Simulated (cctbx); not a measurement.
**GdTiSn with cctbx, script by script**

Library: cctbx 2025.11. The data are simulated by the first script.

## 1. Simulate the data

run.py:

```python
from cctbx import adptbx, crystal, miller, sgtbx, xray
from cctbx.array_family import flex
from iotbx.shelx import hklf
from scitbx import matrix
import scitbx.random

cs = crystal.symmetry(unit_cell=(4.471, 4.471, 7.125, 90, 90, 90), space_group_symbol='Hall: P 4ab 2ab -1ab')  # P4/nmm
atoms = [  # label, site, U (iso, or U11 U22 U33 U12 U13 U23 in A^2), occupancy
    ("Gd1", (0, 0.5, 0.3268), (0.0031, 0.0031, 0.0031, 0.0000, -0.0000, 0.0000), 0.9),
    ("Sn1", (0, 0.5, 0.3268), (0.0031, 0.0031, 0.0031, 0.0000, -0.0000, 0.0000), 0.1),
    ("Sn2", (0, 0.5, 0.827), (0.0030, 0.0030, 0.0039, 0.0000, -0.0000, 0.0000), 0.9),
    ("Gd2", (0, 0.5, 0.827), (0.0030, 0.0030, 0.0039, 0.0000, -0.0000, 0.0000), 0.1),
    ("Ti1", (0.5, 0.5, 0), (0.0060, 0.0060, 0.0092, 0.0000, 0.0000, 0.0000), 1),
]
xs = xray.structure(crystal_symmetry=cs)
for label, site, u, occ in atoms:
    u = adptbx.u_cif_as_u_star(cs.unit_cell(), u) if isinstance(u, tuple) else u
    xs.add_scatterer(xray.scatterer(label, site=site, u=u, occupancy=occ))
xs.set_inelastic_form_factors(0.71073, "sasaki")
xs.show_summary()
p1 = xs.expand_to_p1()
ms = miller.build_set(p1, anomalous_flag=True, d_min=0.75)
flex.set_random_seed(251028)
scitbx.random.set_random_seed(251028)
ms = ms.select(flex.random_double(ms.size()) < 0.95)
i = ms.structure_factors_from_scatterers(p1, algorithm="direct").f_calc().as_intensity_array().data()
i = i * 40000 / flex.max(i)
sig = flex.sqrt(i + flex.pow2(0.06 * i) + 8 ** 2)
noise = scitbx.random.variate(scitbx.random.normal_distribution())(i.size())
data = ms.array(data=i + sig * noise, sigmas=sig).set_observation_type_xray_intensity()
with open("data.hkl", "w") as f:
    data.export_as_shelx_hklf(f)
print("reflections written:", data.size(), " <I/sigma> = %.1f" % flex.mean(data.data() / data.sigmas()))
for h, a, b in list(data.sort("data"))[:12]:
    print("%4d%4d%4d %9.1f %7.1f" % (h + (a, b)))
```

```console
$ python run.py
```

```text
Number of scatterers: 5
At special positions: 5
Unit cell: (4.471, 4.471, 7.125, 90, 90, 90)
Space group: P 4/n m m :1 (No. 129)
reflections written: 1336  <I/sigma> = 11.3
   2   0   0   44279.0  2408.3
   0   2   0   37913.8  2408.3
  -2   0   0   37496.6  2408.3
  -2   2   0   31899.1  1780.4
  -2  -2   0   30380.0  1780.4
   2  -2   0   29079.4  1780.4
   2   2   0   26521.4  1780.4
   0  -1   2   25256.4  1349.0
  -1   1   0   23277.5  1424.4
   1   1   0   22201.5  1424.4
   0  -1  -2   21960.7  1349.0
   1  -1   0   21887.7  1424.4
```

Run time: 0.39 s on 1 thread of Arm Neoverse N1, on a shared host, peak memory 0.07 GiB.

## 2. Refinement

run.py:

```python
import math
from cctbx import adptbx, crystal, maptbx, sgtbx, xray
from cctbx.array_family import flex
from cctbx.xray import observations
from iotbx.shelx import hklf
from scitbx.lstbx import normal_eqns_solving
from smtbx import absolute_structure, utils
from smtbx.refinement import constraints, least_squares

cs = crystal.symmetry(unit_cell=(4.471, 4.471, 7.125, 90, 90, 90), space_group_symbol='Hall: P 4ab 2ab -1ab')  # P4/nmm
atoms = [  # label, site, U (iso, or U11 U22 U33 U12 U13 U23 in A^2), occupancy
    ("Gd1", (0, 0.5, 0.3268), 0.0200, 1),
    ("Sn2", (0, 0.5, 0.827), 0.0200, 1),
    ("Ti1", (0.5, 0.5, 0), 0.0200, 1),
]
xs = xray.structure(crystal_symmetry=cs)
for label, site, u, occ in atoms:
    u = adptbx.u_cif_as_u_star(cs.unit_cell(), u) if isinstance(u, tuple) else u
    xs.add_scatterer(xray.scatterer(label, site=site, u=u, occupancy=occ))
xs.set_inelastic_form_factors(0.71073, "sasaki")
xs.convert_to_anisotropic()
raw = hklf.reader(file_name="data.hkl").as_miller_arrays(crystal_symmetry=cs, anomalous=True)[0]
merged = raw.eliminate_sys_absent().merge_equivalents()
fo2 = merged.array().set_observation_type_xray_intensity()
print("Rint %.3f, %d unique reflections to %.2f A" % (merged.r_int(), fo2.size(), fo2.d_min()))
for sc in xs.scatterers():
    sc.flags.set_grad_site(True)
    sc.flags.set_grad_u_aniso(sc.flags.use_u_aniso())
    sc.flags.set_grad_u_iso(sc.flags.use_u_iso())
obs = fo2.as_xray_observations()
extra = {}
rep = constraints.reparametrisation(xs, [], utils.connectivity_table(xs), **extra)
ls = least_squares.crystallographic_ls(obs, rep, weighting_scheme=least_squares.mainstream_shelx_weighting(a=0, b=0))
print("cycle     R1     wR2    GooF  max shift (A)")
for cycle in range(12):
    ls.build_up()
    r1, wr2, goof = ls.r1_factor(cutoff_factor=2)[0], ls.wR2(), ls.goof()
    old = xs.sites_cart()
    normal_eqns_solving.levenberg_marquardt_iterations(ls, n_max_iterations=3, tau=1e-06, step_threshold=1e-7)
    big = flex.max((xs.sites_cart() - old).norms())
    print("%4d %7.4f %7.4f %7.3f %9.5f" % (cycle + 1, r1, wr2, goof, big))
    ls.build_up(objective_only=True)
    if abs(ls.wR2() - wr2) < 5e-5 and big < 5e-4:
        break
ls.build_up()
print("final R1 %.4f wR2 %.4f GooF %.3f  parameters %d  data/parameter %.1f" % (ls.r1_factor(cutoff_factor=2)[0], ls.wR2(), ls.goof(), ls.n_parameters, fo2.size() / ls.n_parameters))
cov = ls.covariance_matrix_and_annotations()
su = dict(zip(cov.annotations, (math.sqrt(max(v, 0)) for v in cov.matrix.matrix_packed_u_diagonal())))
a2 = cs.unit_cell().reciprocal_parameters()[0] ** -2
print("atom        x        y        z      Ueq    occ   su(xyz)  su(Uiso or U11)")
for sc in xs.scatterers():
    s = max(su.get(sc.label + k, 0) for k in (".x", ".y", ".z"))
    npd = "" if sc.is_positive_definite_u(cs.unit_cell()) else "  NPD"
    print("%-5s %8.5f %8.5f %8.5f %8.4f %6.3f %8.5f %7.4f%s" % ((sc.label,) + sc.site + (sc.u_iso_or_equiv(cs.unit_cell()), sc.occupancy, s, su.get(sc.label + ".uiso", su.get(sc.label + ".u11", 0) * a2), npd)))
fo = fo2.f_sq_as_f()
fc = fo.structure_factors_from_scatterers(xs, algorithm="direct").f_calc()
diff = fo.f_obs_minus_f_calc(1 / math.sqrt(ls.scale_factor()), fc).average_bijvoet_mates()
m = diff.fft_map(symmetry_flags=maptbx.use_space_group_symmetry, resolution_factor=0.25).apply_volume_scaling()
print("difference map: max %.2f min %.2f rms %.2f" % (m.statistics().max(), m.statistics().min(), m.statistics().sigma()))
peaks = m.peak_search(parameters=maptbx.peak_search_parameters(min_distance_sym_equiv=0.6, max_clusters=6)).all()
near = xs.closest_distances(peaks.sites(), distance_cutoff=4)
sps = cs.special_position_settings(min_distance_sym_equiv=0.5)
for k, (x, h) in enumerate(zip(peaks.sites(), peaks.heights())):
    ss = sps.site_symmetry(x)
    print("Q%-3d %7.4f %7.4f %7.4f %4d %7.2f  %.2f A from %s" % ((k + 1,) + tuple(t % 1 for t in ss.exact_site()) + (ss.multiplicity(), h, near.smallest_distances[k], xs.scatterers()[near.i_seqs[k]].label)))
```

```console
$ python run.py
```

```text
Rint 0.047, 130 unique reflections to 0.75 A
cycle     R1     wR2    GooF  max shift (A)
   1  0.1473  0.3468  13.774   0.00007
   2  0.0194  0.0758   3.011   0.00000
final R1 0.0194 wR2 0.0758 GooF 3.011  parameters 8  data/parameter 16.2
atom        x        y        z      Ueq    occ   su(xyz)  su(Uiso or U11)
Gd1    0.00000  0.50000  0.32681   0.0031  1.000  0.00008  0.0004
Sn2    0.00000  0.50000  0.82700   0.0003  1.000  0.00011  0.0005  NPD
Ti1    0.50000  0.50000  0.00000   0.0057  1.000  0.00000  0.0007
difference map: max 3.12 min -1.27 rms 0.38
Q1    0.0000  0.5000  0.7855    2    3.17  0.30 A from Sn2
Q2    0.0000  0.5000  0.3639    2    1.24  0.26 A from Gd1
Q3    0.0000  0.0000  0.0529    4    1.02  0.38 A from Ti1
Q4    0.0000  0.2699  0.6713    8    0.61  1.51 A from Sn2
Q5    0.1351  0.3649  0.4372    8    0.59  1.16 A from Gd1
Q6    0.0000  0.0000  0.4579    4    0.52  2.42 A from Gd1
```

Time: 0.55 s.

This run holds a fault made on purpose: disorder ignored: each site full, of its main element.

## 3. Refinement (occupancies of the disordered sites free, main element alone)

run.py, as its changes from the last script of this kind:

```diff
@@ -12,3 +12,3 @@
-    ("Gd1", (0, 0.5, 0.3268), 0.0200, 1),
-    ("Sn2", (0, 0.5, 0.827), 0.0200, 1),
-    ("Ti1", (0.5, 0.5, 0), 0.0200, 1),
+    ("Gd1", (0, 0.5, 0.32681), 0.0120, 1),
+    ("Sn2", (0, 0.5, 0.827), 0.0120, 1),
+    ("Ti1", (0.5, 0.5, 0), 0.0120, 1),
@@ -29,0 +30 @@
+    sc.flags.set_grad_occupancy(sc.label in ('Gd1', 'Sn2'))
@@ -35 +36 @@
-for cycle in range(12):
+for cycle in range(20):
@@ -54,0 +56,2 @@
+print("su of occupancy Gd1: %.3f" % su["Gd1.occ"])
+print("su of occupancy Sn2: %.3f" % su["Sn2.occ"])
```

```console
$ python run.py
```

```text
Rint 0.047, 130 unique reflections to 0.75 A
cycle     R1     wR2    GooF  max shift (A)
   1  0.0861  0.2322   9.299   0.00004
   2  0.0106  0.0247   0.990   0.00000
final R1 0.0106 wR2 0.0247 GooF 0.990  parameters 10  data/parameter 13.0
atom        x        y        z      Ueq    occ   su(xyz)  su(Uiso or U11)
Gd1    0.00000  0.50000  0.32680   0.0034  0.970  0.00003  0.0001
Sn2    0.00000  0.50000  0.82700   0.0032  1.027  0.00004  0.0002
Ti1    0.50000  0.50000  0.00000   0.0076  1.000  0.00000  0.0003
su of occupancy Gd1: 0.006
su of occupancy Sn2: 0.006
difference map: max 0.64 min -1.17 rms 0.19
Q1    0.0000  0.2377  0.6695    8    0.66  1.62 A from Sn2
Q2    0.0000  0.0000  0.5000    2    0.58  2.55 A from Gd1
Q3    0.1378  0.3622  0.4377    8    0.55  1.18 A from Gd1
Q4    0.0000  0.2116  0.1572    8    0.46  1.47 A from Ti1
Q5    0.0000  0.3547  0.6066    8    0.44  1.70 A from Sn2
Q6    0.2115  0.2885  0.5864    8    0.43  1.93 A from Gd1
```

It took 0.57 s on 1 thread of Arm Neoverse N1 (shared host), peak memory 0.09 GiB.

[Logs are printed without paths, hosts, clocks, repeated set-up lines and the standing remarks that a program may print on its own settings, such as how far it seeks lower states.]
